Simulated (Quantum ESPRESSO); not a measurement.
# La2Fe2Se2O3: spin-resolved density of states, part 2 of 2

Aim: the densities of states of La2Fe2Se2O3 in the lowest state of several starts.

Quantum ESPRESSO 7.5; PBEsol with U = 4.5 eV on Fe d (ortho-atomic projectors); plane waves with GBRV 1.5 PBEsol potentials, no spin-orbit coupling.

So far, absolute magnetization (μB): step 2 (the magnetic state) 7.59.

## (3) Post-processing

Level of this step: PBEsol with U = 4.5 eV on Fe d (ortho-atomic projectors); plane waves with GBRV 1.5 PBEsol potentials, no spin-orbit coupling, projections on orthogonalised atomic orbitals (Quantum ESPRESSO).

Contents of projwfc.in:

```
&PROJWFC
  prefix = 'pwscf'
  outdir = './tmp'
  filpdos = 'pdos'
  ngauss = 0
  degauss = 0.01
  DeltaE = 0.05
  Emin = 1.92
  Emax = 15.92
/
```

Command:

```sh
$ OMP_NUM_THREADS=1 mpirun -n 4 projwfc.x -nk 4 -in projwfc.in > projwfc.out
```

Log:

```text
[banner, memory and clock lines left out]
Program PROJWFC v.7.5 starts

     [... lines left out ...]
     IMPORTANT: XC functional enforced from input :
     Exchange-correlation= PBESOL
                           (   1   4  10   8   0   0   0)
     Any further DFT definition will be discarded
     Please, verify this is what you really want

     G-vector sticks info

     Check: negative core charge=   -0.000014

     negative rho (up, down):  5.513E-02 5.513E-02

     Gaussian broadening (read from input): ngauss,degauss=   0    0.010000

     Calling projwave ....

  Problem Sizes
  natomwfc =           86
  nbnd     =           59
  nkstot   =           92
  npwx     =         4670
  nkb      =          175

     Atomic states used for projection
     (read from pseudopotential files):

     state #   1: atom   1 (La ), wfc  1 (l=0 m= 1)
     state #   2: atom   1 (La ), wfc  2 (l=1 m= 1)
     state #   3: atom   1 (La ), wfc  2 (l=1 m= 2)
     state #   4: atom   1 (La ), wfc  2 (l=1 m= 3)
     state #   5: atom   1 (La ), wfc  3 (l=2 m= 1)
     state #   6: atom   1 (La ), wfc  3 (l=2 m= 2)
     state #   7: atom   1 (La ), wfc  3 (l=2 m= 3)
     state #   8: atom   1 (La ), wfc  3 (l=2 m= 4)
     state #   9: atom   1 (La ), wfc  3 (l=2 m= 5)
     state #  10: atom   1 (La ), wfc  4 (l=0 m= 1)
     state #  11: atom   1 (La ), wfc  5 (l=1 m= 1)
     state #  12: atom   1 (La ), wfc  5 (l=1 m= 2)
     state #  13: atom   1 (La ), wfc  5 (l=1 m= 3)
     state #  14: atom   1 (La ), wfc  6 (l=3 m= 1)
     state #  15: atom   1 (La ), wfc  6 (l=3 m= 2)
     state #  16: atom   1 (La ), wfc  6 (l=3 m= 3)
     state #  17: atom   1 (La ), wfc  6 (l=3 m= 4)
     state #  18: atom   1 (La ), wfc  6 (l=3 m= 5)
     state #  19: atom   1 (La ), wfc  6 (l=3 m= 6)
     state #  20: atom   1 (La ), wfc  6 (l=3 m= 7)
     state #  21: atom   2 (La ), wfc  1 (l=0 m= 1)
     state #  22: atom   2 (La ), wfc  2 (l=1 m= 1)
     state #  23: atom   2 (La ), wfc  2 (l=1 m= 2)
     state #  24: atom   2 (La ), wfc  2 (l=1 m= 3)
     state #  25: atom   2 (La ), wfc  3 (l=2 m= 1)
     state #  26: atom   2 (La ), wfc  3 (l=2 m= 2)
     state #  27: atom   2 (La ), wfc  3 (l=2 m= 3)
     state #  28: atom   2 (La ), wfc  3 (l=2 m= 4)
     state #  29: atom   2 (La ), wfc  3 (l=2 m= 5)
     state #  30: atom   2 (La ), wfc  4 (l=0 m= 1)
     state #  31: atom   2 (La ), wfc  5 (l=1 m= 1)
     state #  32: atom   2 (La ), wfc  5 (l=1 m= 2)
     state #  33: atom   2 (La ), wfc  5 (l=1 m= 3)
     state #  34: atom   2 (La ), wfc  6 (l=3 m= 1)
     state #  35: atom   2 (La ), wfc  6 (l=3 m= 2)
     state #  36: atom   2 (La ), wfc  6 (l=3 m= 3)
     state #  37: atom   2 (La ), wfc  6 (l=3 m= 4)
     state #  38: atom   2 (La ), wfc  6 (l=3 m= 5)
     state #  39: atom   2 (La ), wfc  6 (l=3 m= 6)
     state #  40: atom   2 (La ), wfc  6 (l=3 m= 7)
     state #  41: atom   3 (Fe1), wfc  1 (l=0 m= 1)
     state #  42: atom   3 (Fe1), wfc  2 (l=1 m= 1)
     state #  43: atom   3 (Fe1), wfc  2 (l=1 m= 2)
     state #  44: atom   3 (Fe1), wfc  2 (l=1 m= 3)
     state #  45: atom   3 (Fe1), wfc  3 (l=2 m= 1)
     state #  46: atom   3 (Fe1), wfc  3 (l=2 m= 2)
     state #  47: atom   3 (Fe1), wfc  3 (l=2 m= 3)
     state #  48: atom   3 (Fe1), wfc  3 (l=2 m= 4)
     state #  49: atom   3 (Fe1), wfc  3 (l=2 m= 5)
     state #  50: atom   3 (Fe1), wfc  4 (l=0 m= 1)
     state #  51: atom   3 (Fe1), wfc  5 (l=1 m= 1)
     state #  52: atom   3 (Fe1), wfc  5 (l=1 m= 2)
     state #  53: atom   3 (Fe1), wfc  5 (l=1 m= 3)
     state #  54: atom   4 (Fe2), wfc  1 (l=0 m= 1)
     state #  55: atom   4 (Fe2), wfc  2 (l=1 m= 1)
     state #  56: atom   4 (Fe2), wfc  2 (l=1 m= 2)
     state #  57: atom   4 (Fe2), wfc  2 (l=1 m= 3)
     state #  58: atom   4 (Fe2), wfc  3 (l=2 m= 1)
     state #  59: atom   4 (Fe2), wfc  3 (l=2 m= 2)
     state #  60: atom   4 (Fe2), wfc  3 (l=2 m= 3)
     state #  61: atom   4 (Fe2), wfc  3 (l=2 m= 4)
     state #  62: atom   4 (Fe2), wfc  3 (l=2 m= 5)
     state #  63: atom   4 (Fe2), wfc  4 (l=0 m= 1)
     state #  64: atom   4 (Fe2), wfc  5 (l=1 m= 1)
     state #  65: atom   4 (Fe2), wfc  5 (l=1 m= 2)
     state #  66: atom   4 (Fe2), wfc  5 (l=1 m= 3)
     state #  67: atom   5 (Se ), wfc  1 (l=0 m= 1)
     state #  68: atom   5 (Se ), wfc  2 (l=1 m= 1)
     state #  69: atom   5 (Se ), wfc  2 (l=1 m= 2)
     state #  70: atom   5 (Se ), wfc  2 (l=1 m= 3)
     state #  71: atom   6 (Se ), wfc  1 (l=0 m= 1)
     state #  72: atom   6 (Se ), wfc  2 (l=1 m= 1)
     state #  73: atom   6 (Se ), wfc  2 (l=1 m= 2)
     state #  74: atom   6 (Se ), wfc  2 (l=1 m= 3)
     state #  75: atom   7 (O  ), wfc  1 (l=0 m= 1)
     state #  76: atom   7 (O  ), wfc  2 (l=1 m= 1)
     state #  77: atom   7 (O  ), wfc  2 (l=1 m= 2)
     state #  78: atom   7 (O  ), wfc  2 (l=1 m= 3)
     state #  79: atom   8 (O  ), wfc  1 (l=0 m= 1)
     state #  80: atom   8 (O  ), wfc  2 (l=1 m= 1)
     state #  81: atom   8 (O  ), wfc  2 (l=1 m= 2)
     state #  82: atom   8 (O  ), wfc  2 (l=1 m= 3)
     state #  83: atom   9 (O  ), wfc  1 (l=0 m= 1)
     state #  84: atom   9 (O  ), wfc  2 (l=1 m= 1)
     state #  85: atom   9 (O  ), wfc  2 (l=1 m= 2)
     state #  86: atom   9 (O  ), wfc  2 (l=1 m= 3)

 [... projections of the bands left out ...]

Lowdin Charges:

     Atom #   1: total charge =  10.6596, s =  2.1308, p =  6.6899, d =  1.5806, f =  0.2582
                 spin up      =   5.3298, s =  1.0654,
                 spin up      =   5.3298, p =  3.3450, pz=  1.1187, px=  1.1120, py=  1.1142,
                 spin up      =   5.3298, d =  0.7903, dz2=  0.1027, dxz=  0.1826, dyz=  0.1848, dx2-y2=  0.1791, dxy=  0.1412,
                 spin up      =   5.3298, f =  0.1291, fz3=  0.0173, fxz2=  0.0121, fyz2=  0.0117, fzx2-zy2=  0.0293, fxyz=  0.0197, fx3-3xy2=  0.0197, f3yx2-y3=  0.0193,
                 spin down    =   5.3298, s =  1.0654,
                 spin down    =   5.3298, p =  3.3450, pz=  1.1187, px=  1.1142, py=  1.1120,
                 spin down    =   5.3298, d =  0.7903, dz2=  0.1027, dxz=  0.1848, dyz=  0.1826, dx2-y2=  0.1791, dxy=  0.1412,
                 spin down    =   5.3298, f =  0.1291, fz3=  0.0173, fxz2=  0.0117, fyz2=  0.0121, fzx2-zy2=  0.0293, fxyz=  0.0197, fx3-3xy2=  0.0193, f3yx2-y3=  0.0197,
                 polarization =  -0.0000, s = -0.0000, p = -0.0000, d = -0.0000, f = -0.0000
     Atom #   2: total charge =  10.6596, s =  2.1308, p =  6.6899, d =  1.5806, f =  0.2582
                 spin up      =   5.3298, s =  1.0654,
                 spin up      =   5.3298, p =  3.3450, pz=  1.1187, px=  1.1120, py=  1.1142,
                 spin up      =   5.3298, d =  0.7903, dz2=  0.1027, dxz=  0.1826, dyz=  0.1848, dx2-y2=  0.1791, dxy=  0.1412,
                 spin up      =   5.3298, f =  0.1291, fz3=  0.0173, fxz2=  0.0121, fyz2=  0.0117, fzx2-zy2=  0.0293, fxyz=  0.0197, fx3-3xy2=  0.0197, f3yx2-y3=  0.0193,
                 spin down    =   5.3298, s =  1.0654,
                 spin down    =   5.3298, p =  3.3450, pz=  1.1187, px=  1.1142, py=  1.1120,
                 spin down    =   5.3298, d =  0.7903, dz2=  0.1027, dxz=  0.1848, dyz=  0.1826, dx2-y2=  0.1791, dxy=  0.1412,
                 spin down    =   5.3298, f =  0.1291, fz3=  0.0173, fxz2=  0.0117, fyz2=  0.0121, fzx2-zy2=  0.0293, fxyz=  0.0197, fx3-3xy2=  0.0193, f3yx2-y3=  0.0197,
                 polarization =  -0.0000, s = -0.0000, p = -0.0000, d = -0.0000, f = -0.0000
     Atom #   3: total charge =  15.6539, s =  2.4130, p =  7.0805, d =  6.1604, f =  0.0000
                 spin up      =   9.7116, s =  1.2292,
                 spin up      =   9.7116, p =  3.5637, pz=  1.1792, px=  1.2008, py=  1.1836,
                 spin up      =   9.7116, d =  4.9187, dz2=  0.9798, dxz=  0.9878, dyz=  0.9925, dx2-y2=  0.9787, dxy=  0.9799,
                 spin up      =   9.7116, f =  0.0000, fz3=  0.0000, fxz2=  0.0000, fyz2=  0.0000, fzx2-zy2=  0.0000, fxyz=  0.0000, fx3-3xy2=  0.0000, f3yx2-y3=  0.0000,
                 spin down    =   5.9423, s =  1.1838,
                 spin down    =   5.9423, p =  3.5168, pz=  1.1700, px=  1.1828, py=  1.1640,
                 spin down    =   5.9423, d =  1.2417, dz2=  0.7498, dxz=  0.0860, dyz=  0.0374, dx2-y2=  0.3281, dxy=  0.0404,
                 spin down    =   5.9423, f =  0.0000, fz3=  0.0000, fxz2=  0.0000, fyz2=  0.0000, fzx2-zy2=  0.0000, fxyz=  0.0000, fx3-3xy2=  0.0000, f3yx2-y3=  0.0000,
                 polarization =   3.7693, s =  0.0454, p =  0.0469, d =  3.6770, f =  0.0000
     Atom #   4: total charge =  15.6539, s =  2.4130, p =  7.0805, d =  6.1604, f =  0.0000
                 spin up      =   5.9423, s =  1.1838,
                 spin up      =   5.9423, p =  3.5168, pz=  1.1700, px=  1.1640, py=  1.1828,
                 spin up      =   5.9423, d =  1.2417, dz2=  0.7501, dxz=  0.0374, dyz=  0.0860, dx2-y2=  0.3278, dxy=  0.0404,
                 spin up      =   5.9423, f =  0.0000, fz3=  0.0000, fxz2=  0.0000, fyz2=  0.0000, fzx2-zy2=  0.0000, fxyz=  0.0000, fx3-3xy2=  0.0000, f3yx2-y3=  0.0000,
                 spin down    =   9.7116, s =  1.2292,
                 spin down    =   9.7116, p =  3.5637, pz=  1.1792, px=  1.1836, py=  1.2008,
                 spin down    =   9.7116, d =  4.9187, dz2=  0.9798, dxz=  0.9925, dyz=  0.9878, dx2-y2=  0.9787, dxy=  0.9799,
                 spin down    =   9.7116, f =  0.0000, fz3=  0.0000, fxz2=  0.0000, fyz2=  0.0000, fzx2-zy2=  0.0000, fxyz=  0.0000, fx3-3xy2=  0.0000, f3yx2-y3=  0.0000,
                 polarization =  -3.7693, s = -0.0454, p = -0.0469, d = -3.6770, f =  0.0000
     Atom #   5: total charge =   5.9419, s =  1.5858, p =  4.3561, d =  0.0000, f =  0.0000
                 spin up      =   2.9710, s =  0.7929,
                 spin up      =   2.9710, p =  2.1781, pz=  0.7194, px=  0.7326, py=  0.7261,
                 spin up      =   2.9710, d =  0.0000, dz2=  0.0000, dxz=  0.0000, dyz=  0.0000, dx2-y2=  0.0000, dxy=  0.0000,
                 spin up      =   2.9710, f =  0.0000, fz3=  0.0000, fxz2=  0.0000, fyz2=  0.0000, fzx2-zy2=  0.0000, fxyz=  0.0000, fx3-3xy2=  0.0000, f3yx2-y3=  0.0000,
                 spin down    =   2.9709, s =  0.7929,
                 spin down    =   2.9709, p =  2.1781, pz=  0.7194, px=  0.7261, py=  0.7326,
                 spin down    =   2.9709, d =  0.0000, dz2=  0.0000, dxz=  0.0000, dyz=  0.0000, dx2-y2=  0.0000, dxy=  0.0000,
                 spin down    =   2.9709, f =  0.0000, fz3=  0.0000, fxz2=  0.0000, fyz2=  0.0000, fzx2-zy2=  0.0000, fxyz=  0.0000, fx3-3xy2=  0.0000, f3yx2-y3=  0.0000,
                 polarization =   0.0000, s =  0.0000, p =  0.0000, d =  0.0000, f =  0.0000
     Atom #   6: total charge =   5.9419, s =  1.5858, p =  4.3561, d =  0.0000, f =  0.0000
                 spin up      =   2.9710, s =  0.7929,
                 spin up      =   2.9710, p =  2.1781, pz=  0.7194, px=  0.7326, py=  0.7261,
                 spin up      =   2.9710, d =  0.0000, dz2=  0.0000, dxz=  0.0000, dyz=  0.0000, dx2-y2=  0.0000, dxy=  0.0000,
                 spin up      =   2.9710, f =  0.0000, fz3=  0.0000, fxz2=  0.0000, fyz2=  0.0000, fzx2-zy2=  0.0000, fxyz=  0.000
```

Run time: 6.1 s. Hardware: 4 MPI ranks of Arm Neoverse V2, shared host; peak memory 0.92 GiB; 25 s of CPU time.

The density of states has structure finer than the step of the table below, so its rows give means over 0.5 eV, whole bins alone (the curve runs from -9.00 to 3.60 eV). Peaks (eV: height): up -7.00: 3.6, -4.10: 6.57, 2.80: 22.8; down -7.00: 3.6, -4.10: 6.57, 2.80: 22.8; La1 p up -4.05: 0.0687, -3.05: 0.0461, 2.25: 0.0613, 2.65: 0.0578; La1 p down -4.05: 0.0687, -3.05: 0.0461, 2.25: 0.0613, 2.65: 0.0579; Fe3 d up -7.00: 2.58, -6.65: 2.12, -6.20: 2.39, -5.10: 1.79.

Gaussian broadening of 0.136 eV on the SCF mesh. Table of density of states by energy, zero at the Fermi level; means over each step; 7 of 10 lines; values in states/eV/cell:

```tsv
energy (eV)	up	down	La1 p up	La1 p down	Fe3 d up	Fe3 d down	Fe4 d up
-8.5	0.305	0.305	1.6e-4	1.6e-4	0.163	0.00200	0.00200
-8.0	0.982	0.982	0.00128	0.00128	0.518	0.00993	0.00993
-7.5	0.764	0.765	0.00121	0.00121	0.449	0.00939	0.00939
-7.0	2.57	2.57	0.00448	0.00448	1.87	0.0164	0.0164
-6.5	2.33	2.33	0.00381	0.00381	1.85	0.0219	0.0219
-6.0	3.11	3.11	0.0174	0.0174	1.69	0.0440	0.0440
-5.5	1.78	1.78	0.00765	0.00763	0.705	0.0383	0.0383
-5.0	3.08	3.08	0.0165	0.0165	1.15	0.0507	0.0507
-4.5	4.95	4.96	0.0403	0.0403	0.349	0.0752	0.0751
-4.0	5.63	5.63	0.0608	0.0607	0.307	0.162	0.162
-3.5	3.59	3.59	0.0299	0.0299	0.154	0.164	0.164
-3.0	3.85	3.85	0.0400	0.0400	0.128	0.292	0.292
-2.5	3.67	3.67	0.0213	0.0213	0.0868	0.858	0.858
-2.0	3.41	3.41	0.0258	0.0258	0.164	0.596	0.595
-1.5	1.95	1.96	0.0165	0.0165	0.193	0.120	0.120
-1.0	0.0185	0.0185	2.3e-5	2.3e-5	0.00196	3.5e-4	3.5e-4
-0.5	0	0	0	0	0	0	0
0.0	0	0	0	0	0	0	0
0.5	0	0	0	0	0	0	0
1.0	0.133	0.133	2.2e-4	2.2e-4	5.4e-4	0.0908	0.0910
1.5	2.16	2.16	0.0106	0.0106	0.0119	1.44	1.44
2.0	6.07	6.07	0.0522	0.0522	0.0174	2.96	2.96
2.5	11.5	11.5	0.0524	0.0525	0.00918	1.38	1.38
3.0	13.9	13.9	0.0283	0.0285	0.00684	0.401	0.425
```

## (4) What came out

```yaml
state: antiferromagnetic
largest_moment_in_a_sphere: 3.35 μB
```

What this shows: Distinct peaks of the density of states (up) stand at -7.00, -4.10 and 2.80 eV; the one at 2.80 eV is strongest. These are Kohn–Sham states without spin–orbit coupling, on the mesh of the self-consistent run. The moments are opposed on like sites, so the totals of the two spins are equal and the projections on single atoms show the splitting.

[Logs and program files are shortened in this print: banners, set-up blocks, solver, clock and traceback lines can be left out without a mark of their own.]

[Logs are printed without paths, hosts, clocks, repeated set-up lines and the standing remarks that a program may print on its own settings, such as how far it seeks lower states.]

[Hosts, paths, dates, database ids (printed as entryN), source tags and the programs' standing remarks are cut or masked in the printed files.]

[Where a cell is said to come from a database of computed structures, the database is the Materials Project.]
